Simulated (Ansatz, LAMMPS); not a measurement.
**Localised basis functions on liquid Li(F,Cl) at 1400 K (74 atoms)**

Aim: test how closely localised support functions follow the reference on liquid Li(F,Cl) at 1400 K (74 atoms), and at what cost. A setting counts as converged where the r.m.s. difference of forces stays under 1 % of the r.m.s. force.

Method: Kohn-Sham DFT, PBE, PAW (set soft_2), plane waves, in Ansatz 0.2.0.

## Step 1: The structure

The cell holds 74 atoms: 37 Li, 16 F and 21 Cl. Its edges and angles: a = 12.414 Å, b = 12.414 Å, c = 12.414 Å, α = 90.0°, β = 90.0°, γ = 90.0°. 74 atoms (37 Li, 16 F, 21 Cl) placed at random at 1.58 g/cm³, melted at 1600 K for 10 ps at fixed volume with the Lennard-Jones and Coulomb ion parameters for SPC/E (Joung and Cheatham, J. Phys. Chem. B 112, 9020 (2008)), full charges. Snapshot at the end of a hold of 15 ps at 1400 K and zero pressure.

Limits known from the start: The starting topology of bonds comes from the classical model, and needn't be the one that DFT or experiment would give. The ion parameters were fitted for water, not for melts, so the density of this cell may lie well off the real melt's. The Brillouin zone is sampled at Γ only, in a cell whose shortest periodic width is 12 Å.

## Step 2: The classical run that made the cell

A classical potential supplies the starting structure, since it reaches far longer times than DFT.

This step: classical MD, Lennard-Jones and Coulomb ion parameters for SPC/E (Joung and Cheatham, J. Phys. Chem. B 112, 9020 (2008)), full charges (LAMMPS 22 Jul 2025 - Update 4).

Input file in.lmp:

```
# melt-quench of Li37F16Cl21
units metal
atom_style charge
boundary p p p
region box block 0 11.1064 0 11.1064 0 11.1064
create_box 3 box
mass 1 6.9400   # Li
mass 2 18.9984   # F
mass 3 35.4500   # Cl
create_atoms 1 random 37 73876 NULL overlap 1.9 maxtry 2000
create_atoms 2 random 16 73883 NULL overlap 1.9 maxtry 2000
create_atoms 3 random 21 73890 NULL overlap 1.9 maxtry 2000
pair_style lj/cut/coul/long 9.0
pair_modify mix arithmetic tail yes
pair_coeff 1 1 0.014602 1.4094   # Li
pair_coeff 2 2 0.000321 4.0215   # F
pair_coeff 3 3 0.000554 4.8305   # Cl
set type 1 charge 1
set type 2 charge -1
set type 3 charge -1
kspace_style pppm 1.0e-4
neigh_modify delay 0 every 1 check yes
thermo_style custom step time temp pe press density
thermo_modify norm yes
timestep 0.002
thermo 100
min_style cg
minimize 1e-4 1e-4 200 2000
reset_timestep 0
velocity all create 1600 73877 mom yes dist gaussian
fix lim all nve/limit 0.05
fix lan all langevin 1600 1600 0.2 73878 zero yes
thermo 500
run 1000 post no
# [... 10 lines left out ...]
compute msd all msd com yes
thermo 1875
fix md all npt temp 1400 1400 0.2 iso 0 0 2
run 7500 post no
print "== T1400: mean square displacement over the hold $(c_msd[4]:%.2f) A^2"
unfix md
uncompute msd
write_dump all custom T1400.dump id type xs ys zs modify sort id
```

Command:

```console
lmp -in in.lmp -log none -nocite
```

Numbers of over 12 decimals in the logs are rounded to 6 here.

Output:

```text
LAMMPS (22 Jul 2025 - Update 4)
Created orthogonal box = (0 0 0) to (11.1064 11.1064 11.1064)
Created 37 atoms
Created 16 atoms
Created 21 atoms
PPPM initialization ...
  G vector (1/distance) = 0.31378785
  grid = 8 8 8
  estimated relative force accuracy = 7.5125188e-05
   Step          Time           Temp          PotEng         Press         Density
         0   0              0              8.8503504      3763853.5      1.5820043
        86   0.172          0             -4.7180559     -3914.833       1.5820043
Loop time of 0.272273 s on 1 core for 86 steps with 74 atoms
Minimization stats:
  Stopping criterion = energy tolerance
  Energy initial, next-to-last, final =
      8.85035043554038   -4.7176096625341  -4.71805594781423
  Force two-norm initial, final = 2160.1117 0.70967242
  Iterations, force evaluations = 86 114
   Step          Time           Temp          PotEng         Press         Density
         0   0              1600          -4.7180559      7855.9851      1.5820043
       500   1              875.05418     -4.6205427      18083.481      1.5820043
      1000   2              848.2928      -4.62652        7701.5775      1.5820043
Loop time of 0.529185 s on 1 core for 1000 steps with 74 atoms
   Step          Time           Temp          PotEng         Press         Density
      1000   2              848.2928      -4.62652        7701.5775      1.5820043
      1666   3.332          1414.8158     -4.5042583      21934.926      1.5820043
      2499   4.998          1505.2522     -4.5207334      34250.098      1.5820043
      3332   6.664          1442.6348     -4.5381996      33724.971      1.5820043
      4165   8.33           1707.3571     -4.4991753      31291.106      1.5820043
      4998   9.996          1727.9785     -4.5446498      26763.949      1.5820043
      5831   11.662         1562.441      -4.5292672      38500.891      1.5820043
[... 1 line left out ...]
Loop time of 3.13688 s on 1 core for 5000 steps with 74 atoms
   Step          Time           Temp          PotEng         Press         Density
[... 5 lines left out ...]
Loop time of 1.58039 s on 1 core for 2500 steps with 74 atoms
   Step          Time           Temp          PotEng         Press         Density
[... 2 lines left out ...]
     11250   22.5           1243.8483     -4.4365991     -6902.2664      1.1319722
     13125   26.25          1463.5154     -4.4578946      11789.558      1.099248
     15000   30             1368.0912     -4.4923722      5017.7846      1.2577798
     16000   32             1249.2327     -4.4456869     -7474.7494      1.1329314
Loop time of 5.62173 s on 1 core for 7500 steps with 74 atoms
== T1400: mean square displacement over the hold 72.42 A^2
```

The job ended after 12 s (1 thread of Intel Xeon at 2.80GHz (Skylake/Cascade Lake), shared host; peak memory 0.27 GiB).

## Step 3: Plane-wave single point

The first run fixes the reference, at a cutoff of 420 eV.

Input file input.yaml:

```yaml
crystal:
  lattice:
    - [12.41389, 0.0, 0.0]
    - [0.0, 12.41389, 0.0]
    - [0.0, 0.0, 12.41389]
  atoms:
    - { symbol: Li, position: [0.12869, 0.55725, 0.88695] }
    - { symbol: Li, position: [0.55673, 0.52912, 0.16754] }
    - { symbol: Li, position: [0.4863, 0.90227, 0.88491] }
    - { symbol: Li, position: [0.74956, 0.55166, 0.42508] }
    - { symbol: Li, position: [0.39613, 0.35421, 0.049] }
    - { symbol: Li, position: [0.0362, 0.81947, 0.80021] }
    - { symbol: Li, position: [0.26632, 0.70155, 0.35826] }
    - { symbol: Li, position: [0.69951, 0.32632, 0.3152] }
    - { symbol: Li, position: [0.49394, 0.19408, 0.17472] }
    - { symbol: Li, position: [0.10394, 0.39736, 0.68357] }
    - { symbol: Li, position: [0.11215, 0.57615, 0.50296] }
    - { symbol: Li, position: [0.13345, 0.19329, 0.50083] }
    - { symbol: Li, position: [0.25967, 0.54882, 0.09814] }
    - { symbol: Li, position: [0.45098, 0.5639, 0.91962] }
    - { symbol: Li, position: [0.27973, 0.89725, 0.02015] }
    - { symbol: Li, position: [0.84086, 0.37974, 0.08253] }
    - { symbol: Li, position: [0.58412, 0.43777, 0.58554] }
    - { symbol: Li, position: [0.89302, 0.01763, 0.68109] }
    - { symbol: Li, position: [0.4018, 0.13327, 0.88304] }
    - { symbol: Li, position: [0.30776, 0.59937, 0.63304] }
    - { symbol: Li, position: [0.8554, 0.94756, 0.05901] }
    - { symbol: Li, position: [0.38472, 0.3173, 0.7264] }
    - { symbol: Li, position: [0.83986, 0.6156, 0.68066] }
    - { symbol: Li, position: [0.54202, 0.65925, 0.59464] }
    - { symbol: Li, position: [0.90547, 0.05554, 0.35934] }
    - { symbol: Li, position: [0.01794, 0.55039, 0.21752] }
    - { symbol: Li, position: [0.83502, 0.3502, 0.58054] }
    - { symbol: Li, position: [0.94791, 0.30594, 0.38812] }
    - { symbol: Li, position: [0.37649, 0.0858, 0.44854] }
    - { symbol: Li, position: [0.68422, 0.32211, 0.87206] }
    - { symbol: Li, position: [0.5496, 0.1671, 0.57432] }
    - { symbol: Li, position: [0.55399, 0.83748, 0.26134] }
    - { symbol: Li, position: [0.05447, 0.80893, 0.54335] }
    - { symbol: Li, position: [0.21387, 0.00153, 0.75362] }
    - { symbol: Li, position: [0.27709, 0.4195, 0.42614] }
    - { symbol: Li, position: [0.84434, 0.83085, 0.44499] }
    - { symbol: Li, position: [0.19321, 0.11669, 0.31916] }
    - { symbol: F, position: [0.29384, 0.24868, 0.45129] }
    - { symbol: F, position: [0.16415, 0.5794, 0.27372] }
    - { symbol: F, position: [0.68591, 0.38941, 0.46836] }
    - { symbol: F, position: [0.05111, 0.11868, 0.3745] }
    - { symbol: F, position: [0.9923, 0.37725, 0.53096] }
    - { symbol: F, position: [0.10156, 0.88232, 0.68436] }
    - { symbol: F, position: [0.45665, 0.52127, 0.60541] }
    - { symbol: F, position: [0.56112, 0.29194, 0.68072] }
    - { symbol: F, position: [0.72059, 0.62834, 0.56579] }
    - { symbol: F, position: [0.44833, 0.2737, 0.91521] }
    - { symbol: F, position: [0.17492, 0.71263, 0.50687] }
    - { symbol: F, position: [0.32436, 0.99888, 0.90128] }
    - { symbol: F, position: [0.41421, 0.534, 0.07306] }
    - { symbol: F, position: [0.88473, 0.87939, 0.58585] }
    - { symbol: F, position: [0.22142, 0.45981, 0.57319] }
    - { symbol: F, position: [0.84373, 0.42821, 0.29745] }
    - { symbol: Cl, position: [0.13066, 0.70634, 0.0314] }
    - { symbol: Cl, position: [0.27693, 0.929, 0.41165] }
    - { symbol: Cl, position: [0.16176, 0.1745, 0.69972] }
    - { symbol: Cl, position: [0.80021, 0.20867, 0.2067] }
    - { symbol: Cl, position: [0.50138, 0.67308, 0.33192] }
    - { symbol: Cl, position: [0.28927, 0.45989, 0.8704] }
    - { symbol: Cl, position: [0.04995, 0.61102, 0.70842] }
    - { symbol: Cl, position: [0.75953, 0.45204, 0.75016] }
    - { symbol: Cl, position: [0.45347, 0.85372, 0.09454] }
    - { symbol: Cl, position: [0.65575, 0.4355, 0.03217] }
    - { symbol: Cl, position: [0.5752, 0.13316, 0.38462] }
    - { symbol: Cl, position: [0.45932, 0.70814, 0.79037] }
    - { symbol: Cl, position: [0.85271, 0.15825, 0.56434] }
    - { symbol: Cl, position: [0.92066, 0.92965, 0.8846] }
    - { symbol: Cl, position: [0.44843, 0.36558, 0.23158] }
    - { symbol: Cl, position: [0.61031, 0.03661, 0.91919] }
    - { symbol: Cl, position: [0.39532, 0.04878, 0.65706] }
    - { symbol: Cl, position: [0.01086, 0.4676, 0.0574] }
    - { symbol: Cl, position: [0.293, 0.15577, 0.1564] }
    - { symbol: Cl, position: [0.93826, 0.63283, 0.42163] }
    - { symbol: Cl, position: [0.89416, 0.8991, 0.25471] }
kpoints:
  mp_grid: { grid: [1, 1, 1] }
hamiltonian:
  xc: pbe
scf:
  occupations: { method: fixed }
output:
  forces: true
  stress: true
  populations: true
  dos:
    method: { smearing: { sigma: 0.1 } }
    de: 0.1
    projected: { site_lists: { Cl: [Cl], F: [F], Li: [Li] } }
  eigenvalues: true
  write_density: true
  write_potential: true
  volumetric_format: npy
  elf: true
```

Command:

```console
ansatz run input.yaml --threads 4 --pin off --max-ram 8192MiB --backend cpu --events-out ev --progress --plain --runs-dir out
```

Output:

```text
Engine: ansatz 0.2.0, aarch64-unknown-linux-gnu
Pseudopotentials: kind: paw
Pseudopotential: Li, paw, valence charge 3, recommended cutoff 420 eV (normal), Li.paw.azcp
Pseudopotential: F, paw, valence charge 7, recommended cutoff 420 eV (normal), F.paw.azcp
Pseudopotential: Cl, paw, valence charge 7, recommended cutoff 420 eV (normal), Cl.paw.azcp
[... 5 lines on functional and potentials left out ...]
Crystal: 74 atoms, lattice volume = 1913.038 Å³
Basis set: ecut = 420 eV, 37529 PW (Γ), exchange–correlation on 180×180×180 points (8 copies of the dense FFT grid, shifted against one another)
Bands: 259, of which v1, the nominal top of the filled ones, is band 185 counted from 1 (184 counted from 0)
Symmetry: 1 space group operations
Space group: P1 (ITA 1), of the structure as read, at distance tolerance 1.2e-4 Å
k-points: 1
[... 7 lines on functional and potentials left out ...]
Initial density: superposition of atomic densities (neutral atoms: chi_scale 0, normalization atom), corrected by the library's trained network
Initial wavefunctions: pseudopotential atomic-orbital guess
Functional: x = pbe(κ = 0.804, μ = 0.219515), c = pbe(β = 0.066725)
SCF iter   1: F=—  HF=-43279.782595 eV  |F-HF|=—  |Δ(HF+E_count)|=         —  Δρ=1.23e-3  dr2=7.95e-2  ethr=1.77e-3  ⟨swp⟩=5.0  Hψ=884  notcnv=0  defer=72
preconditioner: auto → Resta (q_TF=auto, 2.075 Å⁻¹)  ε∞=2.7  [insulator: Δε(μ)=3.271 eV  Ē_g=10.473 eV  n_scr=256 (ndim 8)  ℏωp=13.8 eV  f_vac=0.278  ε∞_Penn≈2.7]
SCF iter   2: F=—  HF=-43279.760012 eV  |F-HF|=—  |Δ(HF+E_count)|=   2.26e-2  Δρ=5.71e-4  dr2=2.02e-2  ethr=2.15e-5  ⟨swp⟩=2.0  Hψ=405  notcnv=0  defer=72
SCF iter   3: F=—  HF=-43279.757357 eV  |F-HF|=—  |Δ(HF+E_count)|=   2.65e-3  Δρ=4.59e-4  dr2=5.94e-3  ethr=5.46e-6  ⟨swp⟩=3.0  Hψ=339  notcnv=0  defer=72
SCF iter   4: F=—  HF=-43279.756631 eV  |F-HF|=—  |Δ(HF+E_count)|=   7.26e-4  Δρ=2.26e-4  dr2=1.15e-3  ethr=1.61e-6  ⟨swp⟩=2.0  Hψ=338  notcnv=0  defer=72
SCF iter   5: F=—  HF=-43279.756515 eV  |F-HF|=—  |Δ(HF+E_count)|=   1.16e-4  Δρ=6.03e-5  dr2=8.33e-5  ethr=3.11e-7  ⟨swp⟩=2.0  Hψ=337  notcnv=0  defer=72
SCF iter   6: F=—  HF=-43279.758346 eV  |F-HF|=—  |Δ(HF+E_count)|=   1.83e-3  Δρ=6.09e-5  dr2=4.62e-5  ethr=2.25e-8  ⟨swp⟩=2.0  Hψ=434  notcnv=0  defer=72
SCF iter   7: F=—  HF=-43279.758338 eV  |F-HF|=—  |Δ(HF+E_count)|=   8.22e-6  Δρ=9.65e-6  dr2=1.82e-6  ethr=1.25e-8  ⟨swp⟩=2.0  Hψ=323  notcnv=0  defer=72
SCF iter   8: F=—  HF=-43279.758339 eV  |F-HF|=—  |Δ(HF+E_count)|=   8.93e-7  Δρ=2.70e-6  dr2=1.95e-7  ethr=4.92e-10  ⟨swp⟩=2.0  Hψ=338  notcnv=0  defer=72
SCF iter   9: F=-43279.758339 eV  HF=-43279.758339 eV  |F-HF|=4.99e-8  |Δ(HF+E_count)|=   1.28e-7  Δρ=2.37e-6  dr2=7.13e-8  ethr=2.70e-11  ⟨swp⟩=22.0  Hψ=2266  notcnv=0
SCF 1 converged in 9 iterations: F = -43279.758339 eV  dr2 = 7.13e-8
  greatest PAW one-centre occupation: 1.000 electrons in one spin orbital (limit 2), on the Li atom at site 5 (counted from 0), in its partial waves of l = 0
WARN: The input density's exchange-correlation potential varies sharply where the density is thin. Do not read a vacuum level from v_tot or v_xc, or from such a field of the output density. On a cell that repeats whose density bears no net charge and no dipole along the vacuum's axis use v_es (v_loc + v_h of the components); [...]
SCF converged after 9 iterations
Free energy (F): -43279.758339 eV
Harris-Foulkes:  -43279.758339 eV  (|F-HF|=4.99e-8)
Internal energy: -43279.758339 eV  (E = F + TS)
E sigma→0 (E₀):  -43279.758339 eV
Fermi energy:    -1.219596 eV
--- Per-component energies (eV) ---
  E_band       = -5450.837244
  E_kinetic    = 7440.769496
  E_local      = -31566.659105  (includes V_loc(G=0)·N_el)
  E_nonlocal   = 535.306402
  E_hartree    = 12150.393254
  E_xc         = -3920.374914
  E_vxc        = -4703.045137  (∫ρ·V_xc dr)
  E_paw        = -17826.550997  (= ΣΔE_a)
  E_vpaw       = -1458.023987  (= ΣTr[D̂ρ^β])
  E_aug_tail   = 0.035328  (compensation charges beyond the density's cutoff)
  E_ewald      = -10092.677804
  E_smearing   = -0.000000  (= −TS)
  E_closure    = -0.000000  (closes the sum)
  Σ components = -43279.758339   (vs F -43279.758339, Δ=0.00e0)
--- Forces (eV/Å), atoms counted from 1 ---
  atom   1  Li    -0.26240294     0.39459027     0.44579299
  atom   2  Li    -1.00368508    -0.20580794    -0.22404219
  atom   3  Li    -0.16049275     0.20719983     0.19207287
  atom   4  Li     0.43113878    -0.50437310     0.52929475
  atom   5  Li     0.22104307    -0.01796172    -0.64208612
  atom   6  Li     0.27457078     0.00776414    -0.42830357
  atom   7  Li    -0.69476143     0.33232722     0.08944563
  atom   8  Li     0.41984297     0.17485423     0.60833393
  atom   9  Li    -0.35451410    -0.34034212     0.46278729
  atom  10  Li     0.12821658    -0.07928149    -0.96083359
  atom  11  Li    -0.36723216     0.17752650     0.18614038
  atom  12  Li     0.24592419    -0.08945052     0.44431739
  atom  13  Li     0.07139017     0.56478205     0.23742105
  atom  14  Li    -0.24706044     0.10738837     0.33987659
[...]
atom  73  Cl    -0.20465054     0.48154140     0.04894169
  atom  74  Cl    -0.46227522     0.08128496     0.24617602
  max |Σ_I F_I| component: 2.93e-5 eV/Å
--- Stress (GPa, compression-positive) ---
       -3.748119      -0.118053       0.040471
       -0.118052      -3.148309      -0.370873
        0.040471      -0.370871      -4.030526
  P = ⅓ Tr σ = -3.6423 GPa (-36.423 kbar)
--- Band table (eV) ---
  k-point 0: bands = ["-47.1277", "-47.0958", "-47.0407", "-47.0391", [... 243 levels ...], "6.7642", "6.7848", "6.8187", "6.8826", "6.9428", "6.9861", "7.0329", "7.0550", "7.1232", "7.1865", "7.2234", "7.3110"]
--- Löwdin populations: 74 sites ---
  site symbol       q [e]
     0     Li      2.2938
     1     Li      2.2483
     2     Li      2.2624
[...]
73     Cl      7.6763
  spilling = 0.006333 (of n_electrons = 370.000000)
```

It took 20 s on 4 threads of Arm Neoverse V2, shared host; peak memory 1.8 GiB.

The program notes that the exchange-correlation potential is rough where the density is thin.

Numbers from this run:

```yaml
free_energy: -43279.7583 eV
free_energy_per_atom: -584.8616 eV/atom
scf_cycles: 9
pressure: -3.642 GPa
r_m_s_force_component: 0.3885 eV/Å
longest_force: 1.225 eV/Å
fermi_energy: -1.22 eV
spacing_of_highest_filled_and_lowest_empty_level: 3.203 eV
spilling_of_the_projection: 0.006333
```

The r.m.s. force component of 0.39 eV/Å sets the scale for the differences below.

## Step 4: Support functions low

With localised support functions most steps grow linearly with size, though the diagonalisation grows faster unless the density matrix is cut; this run measures error and cost at this size.

This step: Kohn-Sham DFT, PBE, PAW (set soft_2), localised support functions (low) (Ansatz 0.2.0).

input.yaml, the sections that differ from step 3:

```yaml
scf:
  occupations: { method: fixed }
  eigensolver: { kind: { support_functions: { accuracy: low } } }
  max_iter: 150
output:
  forces: true
  eigenvalues: true
# crystal, kpoints, hamiltonian: as in step 3
```

Output:

```text
Warning: scf.eigensolver.kind.support_functions: disabling space-group detection — the functions' gradient is summed over unrotated k-points, so no spatial operation reduces the k-mesh or symmetrises the density; time reversal is kept, so that k and −k are solved as one point where they differ and the mesh holds both, and exact exchange and, on two spinor components, a DFT+U term hold to it where the run has them: [...]
settings of this run that can trade accuracy for cost: scf.eigensolver.kind.support_functions; scf.eigensolver.kind.support_functions.accuracy: low [...]
[...]
Crystal: 74 atoms, lattice volume = 1913.038 Å³
Basis set: ecut = 420 eV, 37529 PW (Γ), exchange–correlation on 180×180×180 points (8 copies of the dense FFT grid, shifted against one another)
Bands: 222, of which v1, the nominal top of the filled ones, is band 185 counted from 1 (184 counted from 0)
Symmetry: 1 space group operations
k-points: 1
[...]
SCF iter   1: F=—  HF=-43285.860950 eV  |F-HF|=—  |Δ(HF+E_count)|=         —  Δρ=4.66e-2  dr2=5.15e1  ethr=1.00e-1
[...]
SCF iter  14: F=—  HF=-43279.876650 eV  |F-HF|=—  |Δ(HF+E_count)|=   2.93e-4  Δρ=2.63e-5  dr2=2.22e-5  ethr=1.26e-8  κ⁻¹=1.1e-4(r=7)
SCF iter  15: F=-43279.876891 eV  HF=-43279.876893 eV  |F-HF|=1.16e-6  |Δ(HF+E_count)|=   2.43e-4  Δρ=9.47e-6  dr2=4.59e-6  ethr=5.99e-9
SCF 1 converged in 15 iterations: F = -43279.880827 eV  dr2 = 4.59e-6
[...]
SCF converged after 15 iterations
Stability not checked: this state was not tested for a lower state beside it, because the mixer in use, unlike msr1, does not test its closes by its own steps (another_mixer; see scf.mixing.algorithm and scf.lower_state_search)
Free energy (F): -43279.880827 eV
[...]
Internal energy: -43279.880827 eV  (E = F + TS)
E sigma→0 (E₀):  -43279.880827 eV
Fermi energy:    -1.220002 eV
[...]
Σ components = -43279.880827   (vs F -43279.880827, Δ=0.00e0)
--- Forces (eV/Å), atoms counted from 1 ---
  atom   1  Li    -0.26244578     0.39472627     0.44587382
  atom   2  Li    -1.00410530    -0.20591103    -0.22430591
  atom   3  Li    -0.16021357     0.20700321     0.19218909
  atom   4  Li     0.43110052    -0.50418551     0.52981544
[...]
atom  74  Cl    -0.46232785     0.08133791     0.24593135
  max |Σ_I F_I| component: 6.24e-4 eV/Å
--- Band table (eV) ---
[...]
```

Elapsed: 3 min, on 4 threads; peak memory 4.5 GiB; 11 min of CPU time.

The program notes that the band table was not solved further than the SCF left it and it switched symmetry off.

Keys that differ from the reference: support_functions.accuracy = "low" and scf.max_iter = 150.

Forces differ from the reference by 0.28 meV/Å r.m.s., 0.073 % of their size, well within a tolerance of 1 %; the energy by -1.7 meV/atom. It took 3 min and 15 cycles; the reference's time can't be set against it, since the two runs asked for unlike analyses.

(Part 1 of 3 ends here.)

[Logs are printed without paths, hosts, clocks, repeated set-up lines and the standing remarks that a program may print on its own settings, such as how far it seeks lower states.]

[Hosts, paths, dates, database ids (printed as entryN), source tags and the programs' standing remarks are cut or masked in the printed files.]
